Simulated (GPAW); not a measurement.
# Core-hole calculation of the Ag L₃ edge in AgB2 (P6/mmm)

Aim: the near-edge shape at the Ag L₃ edge of AgB2 (P6/mmm), and what the core hole does to it.

Program: GPAW 26.7.0. Level of theory: X-ray absorption from dipole matrix elements to empty bands, plane-wave PAW PBE. Results are calculated unless marked as measured.

Most raw output is cut from this account.

## Step 1: Starting point

The structure is hexagonal, space group P6/mmm (No. 191). Conventional cell: a = 3.000 Å, b = 3.000 Å, c = 3.240 Å, α = 90.00°, β = 90.00°, γ = 120.00°. Nearest to Ag lie 12 B at 2.37 Å. B has 3 B at 1.73 Å and 6 Ag at 2.37 Å nearest. Farther neighbours are not listed.

## Step 2: Ground state of the crystal

The ground state comes first: it tells whether the system has a gap, which decides how the excited electron is treated.

File scf.py:

```python
import numpy as np
from ase import Atoms
from ase.parallel import parprint, paropen
from gpaw import GPAW, PW, FermiDirac, Mixer, MixerDif, setup_paths
from gpaw.test import gen
setup_paths.insert(0, '.')
gen('Ag', name='nch2p', xcname='PBE', corehole=(2, 1, 0), write_xml=True)
from gpaw.mpi import world
world.barrier()

atoms = Atoms('AgB2',
    cell=[[3, 0, 0],
     [-1.5, 2.59807621, 0],
     [0, 0, 3.24]],
    scaled_positions=[[0, 0, 0],
     [0.66666667, 0.33333333, 0.5],
     [0.33333333, 0.66666667, 0.5]],
    pbc=True)
atoms.calc = calc = GPAW(legacy_gpaw=True, mode=PW(430, force_complex_dtype=True), xc='PBE', setups={0: 'nch2p'},
    kpts={'size': (9, 9, 8), 'gamma': True}, occupations=FermiDirac(0.05),
    charge=0, mixer=Mixer(0.1, 5, 50), maxiter=150,
    convergence={'density': 0.0001, 'eigenstates': 1e-6}, txt='scf.txt')
energy = atoms.get_potential_energy() + calc.get_reference_energy()
ef = calc.get_fermi_level()
out = dict(energy=energy, fermi=ef, forces=atoms.get_forces().tolist())
parprint(f'all-electron energy {energy:.4f} eV, Fermi level {ef:.4f} eV')
ev = np.array([[calc.get_eigenvalues(k, s) for k in range(len(calc.get_ibz_k_points()))] for s in range(calc.get_number_of_spins())])
out['homo'], out['lumo'], out['counts'] = ev[ev < ef].max(), ev[ev > ef].min(), sorted(set((ev < ef).sum((0, 2)).tolist()))
out['filled'] = (ev[:, 0] < ef).sum(1).tolist()
import json
with paropen('out.json', 'w') as f:
    json.dump(out, f)
```

On the command line:

```
$ OMP_NUM_THREADS=1 mpirun -n 4 gpaw python scf.py
```

It took 8 s on 4 MPI ranks of Intel Xeon Platinum 8375C at 2.90GHz (Ice Lake), shared host; peak memory 0.17 GiB.

The mesh shows no gap, so the system is treated as a metal and the core electron is put at the Fermi level (neutral cell).

## Step 3: Spectrum without a core hole, Ag atom 1

Without a hole the spectrum is the empty density of states of the right symmetry on the absorber, weighted by matrix elements. It needs only the small cell and serves as the baseline. The data set with a hole of occupation 0 only carries the core orbital.

The absorber has 12 B at 2.37 Å (12-fold, site symmetry 6/mmm).

File xas.py:

```python
import numpy as np
from ase import Atoms
from ase.parallel import parprint, paropen
from gpaw import GPAW, PW, FermiDirac, Mixer, MixerDif, setup_paths
from gpaw.test import gen
setup_paths.insert(0, '.')
gen('Ag', name='nch2p', xcname='PBE', corehole=(2, 1, 0), write_xml=True)
from gpaw.mpi import world
world.barrier()

atoms = Atoms('AgB2',
    cell=[[3, 0, 0],
     [-1.5, 2.59807621, 0],
     [0, 0, 3.24]],
    scaled_positions=[[0, 0, 0],
     [0.66666667, 0.33333333, 0.5],
     [0.33333333, 0.66666667, 0.5]],
    pbc=True)
atoms.calc = calc = GPAW(legacy_gpaw=True, mode=PW(430, force_complex_dtype=True), xc='PBE', setups={0: 'nch2p'},
    kpts={'size': (13, 13, 10), 'gamma': True}, occupations=FermiDirac(0.1),
    charge=0, mixer=Mixer(0.1, 5, 50), maxiter=150,
    convergence={'density': 0.0001, 'eigenstates': 1e-6}, txt='scf.txt')
energy = atoms.get_potential_energy() + calc.get_reference_energy()
ef = calc.get_fermi_level()
out = dict(energy=energy, fermi=ef, forces=atoms.get_forces().tolist())
parprint(f'all-electron energy {energy:.4f} eV, Fermi level {ef:.4f} eV')
ev = np.array([[calc.get_eigenvalues(k, s) for k in range(len(calc.get_ibz_k_points()))] for s in range(calc.get_number_of_spins())])
out['homo'], out['lumo'], out['counts'] = ev[ev < ef].max(), ev[ev > ef].min(), sorted(set((ev < ef).sum((0, 2)).tolist()))
out['filled'] = (ev[:, 0] < ef).sum(1).tolist()

from ase.units import Ha
from gpaw.xas import dipole_matrix_elements
nb = int(calc.get_number_of_electrons() / 2) + 18
top = nb
nscf = calc.fixed_density(kpts={'size': (10, 10, 8), 'gamma': True},
    convergence={'eigenstates': 1.0}, txt='nscf.txt')
nscf.diagonalize_full_hamiltonian(nbands=nb)
cell = atoms.cell.array
ops = [cell.T @ U.T @ np.linalg.inv(cell.T) for U in nscf.wfs.kd.symmetry.op_scc]
E = np.arange(-25, 34, 0.1)
fwhm = np.interp(E, [4, 25], [2.4, 3.5])
Y, X, zero, highest = 0, 0, 1e9, 1e9
for spin in range(nscf.get_number_of_spins()):
    wfs = nscf.wfs
    mine = wfs.bd.get_slice()  # this rank's bands
    A = dipole_matrix_elements(wfs.setups[0])
    eps = np.zeros((wfs.kd.nibzkpts, nb))
    d = np.zeros((3, A.shape[1], wfs.kd.nibzkpts, nb), complex)
    for kpt in wfs.kpt_u:
        if kpt.s == spin and 0 in kpt.P_ani:
            eps[kpt.k, mine] = kpt.eps_n * Ha
            d[:, :, kpt.k, mine] = (kpt.weight * wfs.nspins / 2) ** 0.5 * np.inner(A, kpt.P_ani[0])
    world.sum(eps)
    world.sum(d)
    T = np.einsum('amkn,bmkn->abkn', d, d.conj()).real
    T = sum(np.einsum('ai,ijkn,bj->abkn', R, T, R) for R in ops) / len(ops)
    empty = eps > ef
    zero, highest = min(zero, eps[empty].min()), min(highest, eps[:, top - 1].min())
    lines = [(eps, T, empty)] if spin == 0 else lines + [(eps, T, empty)]
for eps, T, empty in lines:
    f = np.einsum('aakn->akn', T).reshape(3, -1)
    x = eps.ravel() - zero
    w = np.interp(x, E, fwhm) / 2.35482
    g = np.exp(-0.5 * ((E[:, None] - x) / w) ** 2) / (w * (2 * np.pi) ** 0.5)
    Y = Y + (f * empty.ravel()) @ g.T
    X = X + (f * ~empty.ravel()) @ g.T
out.update(E=E.round(2).tolist(), xas=Y.tolist(), xes=X.tolist(), zero=zero, valid=highest - zero, nk=len(eps), nb=nb)
for i in range(0, len(E), 10):
    parprint(f'{E[i]:7.2f}', *(f'{v:10.3e}' for v in Y[:, i]))
import json
with paropen('out.json', 'w') as f:
    json.dump(out, f)
```

On the command line:

```
$ OMP_NUM_THREADS=1 mpirun -n 4 gpaw python xas.py
```

Wall time 14 s (4 MPI ranks); peak memory 0.21 GiB.

The Ag L₃ spectrum, Ag atom 1, no core hole (energy from the lowest empty level; intensity scaled to a mean of 1 over the first 20 eV; polarised curves are means over the symmetry-equivalent atoms):

```
E (eV)  isotropic  ε ⊥ c  ε ∥ c
  -2.0       0.05   0.05   0.05
  -1.0       0.33   0.33   0.33
   0.0       0.95   0.98   0.90
   1.0       1.45   1.54   1.26
   2.0       1.47   1.61   1.21
   3.0       1.31   1.42   1.08
   4.0       1.17   1.25   1.00
   5.0       1.13   1.22   0.96
   6.0       1.31   1.37   1.20
   7.0       1.51   1.48   1.55
   8.0       1.41   1.37   1.50
   9.0       1.21   1.25   1.14
  10.0       1.01   1.11   0.81
  11.0       0.75   0.84   0.57
  12.0       0.56   0.61   0.47
  13.0       0.52   0.55   0.47
  14.0       0.55   0.58   0.50
  15.0       0.61   0.63   0.57
  16.0       0.67   0.68   0.66
  17.0       0.72   0.70   0.76
  18.0       0.75   0.71   0.84
  19.0       0.84   0.77   0.97
  20.0       1.07   0.99   1.24
  21.0       1.35   1.29   1.48
  22.0       1.46   1.46   1.47
  23.0       1.36   1.42   1.23
  24.0       1.18   1.28   0.98
  25.0       1.06   1.17   0.84
  26.0       1.04   1.15   0.84
  27.0       1.11   1.18   0.96
  28.0       1.19   1.21   1.15
  29.0       1.28   1.24   1.38
```

Main maxima below 29 eV (height): 1.6 eV (1.51), 7.2 eV (1.51) and 22.0 eV (1.46). At an L edge the dipole rule selects empty d and s states; the absorber's d shell is nominally full, so the onset shows only d character mixed into the empty bands.

The same matrix elements for filled bands give the Ag L₃ emission of Ag atom 1 (ground-state approximation; energy from the lowest empty level, largest value 1):

```csv
E (eV),emission
-24.00,0.00
-23.25,0.00
-22.50,0.00
-21.75,0.00
-21.00,0.00
-20.25,0.00
-19.50,0.00
-18.75,0.00
-18.00,0.00
-17.25,0.00
-16.50,0.00
-15.75,0.00
-15.00,0.00
-14.25,0.00
-13.50,0.00
-12.75,0.01
-12.00,0.02
-11.25,0.04
-10.50,0.06
-9.75,0.10
-9.00,0.21
-8.25,0.42
-7.50,0.73
-6.75,0.96
-6.00,0.99
-5.25,0.89
-4.50,0.75
-3.75,0.60
-3.00,0.44
-2.25,0.34
-1.50,0.31
-0.75,0.27
0.00,0.18
0.75,0.08
1.50,0.03
2.25,0.01
3.00,0.00
```

Emission maxima: -6.2 eV (1.00).

## Step 4: Supercell without a hole, the energy reference

The photon energy needs a difference of total energies, so the cell and mesh of the coming hole run are first run without a hole.

Changes to scf.py since step 2:

```diff
@@ -10,12 +10,27 @@
 
-atoms = Atoms('AgB2',
-    cell=[[3, 0, 0],
-     [-1.5, 2.59807621, 0],
-     [0, 0, 3.24]],
+atoms = Atoms('Ag6B12',
+    cell=[[4.5, -2.59807621, 0],
+     [-4.5, -2.59807621, 0],
+     [0, 0, -6.48]],
     scaled_positions=[[0, 0, 0],
+     [0.66666667, 0.33333333, 0],
+     [0, 0, 0.5],
+     [0.33333333, 0.66666667, 0],
      [0.66666667, 0.33333333, 0.5],
-     [0.33333333, 0.66666667, 0.5]],
+     [0.33333333, 0.66666667, 0.5],
+     [0, 0.66666667, 0.75],
+     [0.66666667, 0, 0.75],
+     [0, 0.66666667, 0.25],
+     [0.33333333, 0.33333333, 0.75],
+     [0.66666667, 0, 0.25],
+     [0.33333333, 0.33333333, 0.25],
+     [0.66666667, 0.66666667, 0.75],
+     [0.33333333, 0, 0.75],
+     [0.66666667, 0.66666667, 0.25],
+     [0, 0.33333333, 0.75],
+     [0.33333333, 0, 0.25],
+     [0, 0.33333333, 0.25]],
     pbc=True)
 atoms.calc = calc = GPAW(legacy_gpaw=True, mode=PW(430, force_complex_dtype=True), xc='PBE', setups={0: 'nch2p'},
-    kpts={'size': (9, 9, 8), 'gamma': True}, occupations=FermiDirac(0.05),
+    kpts={'size': (6, 6, 4), 'gamma': True}, occupations=FermiDirac(0.1),
     charge=0, mixer=Mixer(0.1, 5, 50), maxiter=150,
```

On the command line:

```
$ OMP_NUM_THREADS=1 mpirun -n 4 gpaw python scf.py
```

It took 51 s on 4 MPI ranks; peak memory 0.34 GiB; 3.4 min of CPU time.

Reference energy: -875700.688 eV with the cores included.

## Step 5: Spectrum with XCH, Ag atom 1

The holes are 5.2 Å apart. In GPAW the data set carries the hole's charge, so charge=0 means a charged cell and charge=-1 a neutral one. The excited electron is kept in the cell, where it fills the lowest empty states and screens the hole. After the field has converged, empty bands are computed with the density fixed and the dipole matrix elements are summed.

Changes to xas.py since step 3:

```diff
@@ -6,3 +6,3 @@
 setup_paths.insert(0, '.')
-gen('Ag', name='nch2p', xcname='PBE', corehole=(2, 1, 0), write_xml=True)
+gen('Ag', name='fch2p', xcname='PBE', corehole=(2, 1, 1), write_xml=True)
 from gpaw.mpi import world
@@ -10,13 +10,28 @@
 
-atoms = Atoms('AgB2',
-    cell=[[3, 0, 0],
-     [-1.5, 2.59807621, 0],
-     [0, 0, 3.24]],
+atoms = Atoms('Ag6B12',
+    cell=[[4.5, -2.59807621, 0],
+     [-4.5, -2.59807621, 0],
+     [0, 0, -6.48]],
     scaled_positions=[[0, 0, 0],
+     [0.66666667, 0.33333333, 0],
+     [0, 0, 0.5],
+     [0.33333333, 0.66666667, 0],
      [0.66666667, 0.33333333, 0.5],
-     [0.33333333, 0.66666667, 0.5]],
+     [0.33333333, 0.66666667, 0.5],
+     [0, 0.66666667, 0.75],
+     [0.66666667, 0, 0.75],
+     [0, 0.66666667, 0.25],
+     [0.33333333, 0.33333333, 0.75],
+     [0.66666667, 0, 0.25],
+     [0.33333333, 0.33333333, 0.25],
+     [0.66666667, 0.66666667, 0.75],
+     [0.33333333, 0, 0.75],
+     [0.66666667, 0.66666667, 0.25],
+     [0, 0.33333333, 0.75],
+     [0.33333333, 0, 0.25],
+     [0, 0.33333333, 0.25]],
     pbc=True)
-atoms.calc = calc = GPAW(legacy_gpaw=True, mode=PW(430, force_complex_dtype=True), xc='PBE', setups={0: 'nch2p'},
-    kpts={'size': (13, 13, 10), 'gamma': True}, occupations=FermiDirac(0.1),
-    charge=0, mixer=Mixer(0.1, 5, 50), maxiter=150,
+atoms.calc = calc = GPAW(legacy_gpaw=True, mode=PW(430, force_complex_dtype=True), xc='PBE', setups={0: 'fch2p'},
+    kpts={'size': (6, 6, 4), 'gamma': True}, occupations=FermiDirac(0.1),
+    charge=-1, mixer=Mixer(0.1, 5, 50), maxiter=150,
     convergence={'density': 0.0001, 'eigenstates': 1e-6}, txt='scf.txt')
@@ -32,10 +47,9 @@
 from gpaw.xas import dipole_matrix_elements
-nb = int(calc.get_number_of_electrons() / 2) + 18
-top = nb
-nscf = calc.fixed_density(kpts={'size': (10, 10, 8), 'gamma': True},
-    convergence={'eigenstates': 1.0}, txt='nscf.txt')
-nscf.diagonalize_full_hamiltonian(nbands=nb)
+nb = int(calc.get_number_of_electrons() / 2) + 93
+top, nb = nb, nb + 8 + nb // 12
+nscf = calc.fixed_density(kpts={'size': (6, 6, 4), 'gamma': True}, nbands=nb,
+    convergence={'bands': top, 'eigenstates': 5e-3}, maxiter=60, txt='nscf.txt')
 cell = atoms.cell.array
 ops = [cell.T @ U.T @ np.linalg.inv(cell.T) for U in nscf.wfs.kd.symmetry.op_scc]
-E = np.arange(-25, 34, 0.1)
+E = np.arange(-6, 34, 0.1)
 fwhm = np.interp(E, [4, 25], [2.4, 3.5])
```

On the command line:

```
$ OMP_NUM_THREADS=1 mpirun -n 4 gpaw python xas.py
```

Run time: 2.1 min. Hardware: 4 MPI ranks; peak memory 0.53 GiB; 8.5 min of CPU time.

The Ag L₃ spectrum, Ag atom 1, excited-electron core hole (neutral cell) (energy from the lowest empty level; intensity scaled to a mean of 1 over the first 20 eV; polarised curves are means over the symmetry-equivalent atoms):

| E (eV) | isotropic | ε ⊥ c | ε ∥ c |
| --- | --- | --- | --- |
| -2.0 | 0.03 | 0.03 | 0.02 |
| -1.5 | 0.08 | 0.09 | 0.06 |
| -1.0 | 0.18 | 0.21 | 0.13 |
| -0.5 | 0.35 | 0.39 | 0.25 |
| 0.0 | 0.55 | 0.62 | 0.39 |
| 0.5 | 0.74 | 0.85 | 0.53 |
| 1.0 | 0.89 | 1.02 | 0.63 |
| 1.5 | 0.97 | 1.11 | 0.70 |
| 2.0 | 1.00 | 1.14 | 0.73 |
| 2.5 | 1.01 | 1.13 | 0.76 |
| 3.0 | 1.01 | 1.13 | 0.77 |
| 3.5 | 1.01 | 1.12 | 0.78 |
| 4.0 | 1.01 | 1.12 | 0.79 |
| 4.5 | 1.04 | 1.14 | 0.82 |
| 5.0 | 1.11 | 1.21 | 0.91 |
| 5.5 | 1.23 | 1.31 | 1.08 |
| 6.0 | 1.37 | 1.41 | 1.30 |
| 6.5 | 1.48 | 1.47 | 1.51 |
| 7.0 | 1.52 | 1.47 | 1.61 |
| 7.5 | 1.48 | 1.43 | 1.58 |
| 8.0 | 1.39 | 1.36 | 1.44 |
| 8.5 | 1.29 | 1.32 | 1.24 |
| 9.0 | 1.20 | 1.27 | 1.05 |
| 9.5 | 1.10 | 1.21 | 0.89 |
| 10.0 | 0.99 | 1.10 | 0.76 |
| 10.5 | 0.86 | 0.96 | 0.66 |
| 11.0 | 0.74 | 0.81 | 0.58 |
| 11.5 | 0.65 | 0.70 | 0.54 |
| 12.0 | 0.60 | 0.64 | 0.52 |
| 12.5 | 0.59 | 0.62 | 0.53 |
| 13.0 | 0.61 | 0.63 | 0.55 |
| 13.5 | 0.64 | 0.66 | 0.59 |
| 14.0 | 0.68 | 0.70 | 0.63 |
| 14.5 | 0.72 | 0.74 | 0.68 |
| 15.0 | 0.77 | 0.79 | 0.74 |
| 15.5 | 0.82 | 0.82 | 0.82 |
| 16.0 | 0.87 | 0.85 | 0.90 |
| 16.5 | 0.91 | 0.88 | 0.98 |
| 17.0 | 0.95 | 0.89 | 1.05 |
| 17.5 | 0.98 | 0.92 | 1.11 |
| 18.0 | 1.03 | 0.95 | 1.19 |
| 18.5 | 1.11 | 1.02 | 1.29 |
| 19.0 | 1.23 | 1.13 | 1.43 |
| 19.5 | 1.39 | 1.29 | 1.58 |
| 20.0 | 1.56 | 1.48 | 1.73 |
| 20.5 | 1.72 | 1.67 | 1.83 |
| 21.0 | 1.83 | 1.81 | 1.86 |
| 21.5 | 1.86 | 1.89 | 1.80 |
| 22.0 | 1.82 | 1.88 | 1.68 |
| 22.5 | 1.72 | 1.82 | 1.53 |
| 23.0 | 1.61 | 1.72 | 1.38 |
| 23.5 | 1.50 | 1.62 | 1.26 |
| 24.0 | 1.42 | 1.54 | 1.18 |
| 24.5 | 1.37 | 1.48 | 1.13 |
| 25.0 | 1.35 | 1.46 | 1.12 |
| 25.5 | 1.36 | 1.46 | 1.16 |
| 26.0 | 1.39 | 1.48 | 1.23 |
| 26.5 | 1.44 | 1.50 | 1.33 |
| 27.0 | 1.51 | 1.53 | 1.45 |
| 27.5 | 1.58 | 1.57 | 1.60 |
| 28.0 | 1.65 | 1.59 | 1.75 |
| 28.5 | 1.71 | 1.62 | 1.90 |

Main maxima below 28 eV (height): 7.0 eV (1.52) and 21.4 eV (1.86). 

## Step 6: With and without the hole

Both curves are counted from their own zero, so only the shift of weight within the empty states shows.

| E (eV) | no hole | XCH |
| --- | --- | --- |
| -2.0 | 0.05 | 0.03 |
| -1.0 | 0.33 | 0.18 |
| 0.0 | 0.95 | 0.55 |
| 1.0 | 1.45 | 0.89 |
| 2.0 | 1.47 | 1.00 |
| 3.0 | 1.31 | 1.01 |
| 4.0 | 1.17 | 1.01 |
| 5.0 | 1.13 | 1.11 |
| 6.0 | 1.31 | 1.37 |
| 7.0 | 1.51 | 1.52 |
| 8.0 | 1.41 | 1.39 |
| 9.0 | 1.21 | 1.20 |
| 10.0 | 1.01 | 0.99 |
| 11.0 | 0.75 | 0.74 |
| 12.0 | 0.56 | 0.60 |
| 13.0 | 0.52 | 0.61 |
| 14.0 | 0.55 | 0.68 |
| 15.0 | 0.61 | 0.77 |
| 16.0 | 0.67 | 0.87 |
| 17.0 | 0.72 | 0.95 |
| 18.0 | 0.75 | 1.03 |
| 19.0 | 0.84 | 1.23 |
| 20.0 | 1.07 | 1.56 |
| 21.0 | 1.35 | 1.83 |
| 22.0 | 1.46 | 1.82 |
| 23.0 | 1.36 | 1.61 |
| 24.0 | 1.18 | 1.42 |
| 25.0 | 1.06 | 1.35 |
| 26.0 | 1.04 | 1.39 |
| 27.0 | 1.11 | 1.51 |
| 28.0 | 1.19 | 1.65 |

With each curve scaled to its own mean, the area from −2 to 6 eV with the hole is 6.4 against 8.5, and the centre of weight from −1 to 20 eV moves by +1.4 eV (first and strongest maxima below 20 eV: 1.6 eV (1.51) and 7.2 eV (1.51) without the hole, 7.0 eV (1.52) with it): the near-edge weight falls against the higher-lying part.

## Step 7: What came out

```
absorber and edge             : Ag L₃, atom 1 of the ground-state input (counted from 1)
surroundings                  : 12 B at 2.37 Å (12-fold, site symmetry 6/mmm)
highest intensity below 24 eV : 21.4 eV above the zero, height 1.86
```

The Ag L₃ edge of atom 1, with 12 B at 2.37 Å (12-fold, site symmetry 6/mmm), has its highest intensity of the first 24 eV at 21.4 eV above the zero, 1.9 times the mean level of the first 20 eV (Gaussian full width 2.4 eV up to 4 eV, rising linearly to 3.5 eV at 25 eV). With each curve scaled to its own mean, the area from −2 to 6 eV with the hole is 6.4 against 8.5, and the centre of weight from −1 to 20 eV moves by +1.4 eV (first and strongest maxima below 20 eV: 1.6 eV (1.51) and 7.2 eV (1.51) without the hole, 7.0 eV (1.52) with it): the near-edge weight falls against the higher-lying part. At the Ag L₃ edge of atom 1 polarisation matters most near 1.6 eV, where the curves differ by 0.4 on this scale. Only the L₃ part is meant: spin–orbit coupling of the core level isn't computed and the L₂ copy isn't added. The script folds with a Gaussian, whereas the core hole's own line is a Lorentzian, so the onset is too steep and the first peak too high. The holes are only 5.2 Å apart, so the shape is probably not converged with cell size; no larger cell was run here. Lifetime broadening is put in by hand, and intensities beyond about 20 eV depend on it and on the partial waves. The structure is a published determination, not relaxed.

[Logs are printed without paths, hosts, clocks, repeated set-up lines and the standing remarks that a program may print on its own settings, such as how far it seeks lower states.]

[Hosts, paths, dates, database ids (printed as entryN), source tags and the programs' standing remarks are cut or masked in the printed files.]

[Lists of maxima count a maximum above −3 eV only where it reaches 4 % of the highest in the window and stands out from its surroundings by 2 % of it (1.5 % where it reaches 55 %); shoulders and weaker maxima are passed over, and of the rest the first, up to two pre-edge ones and the few strongest are named.]
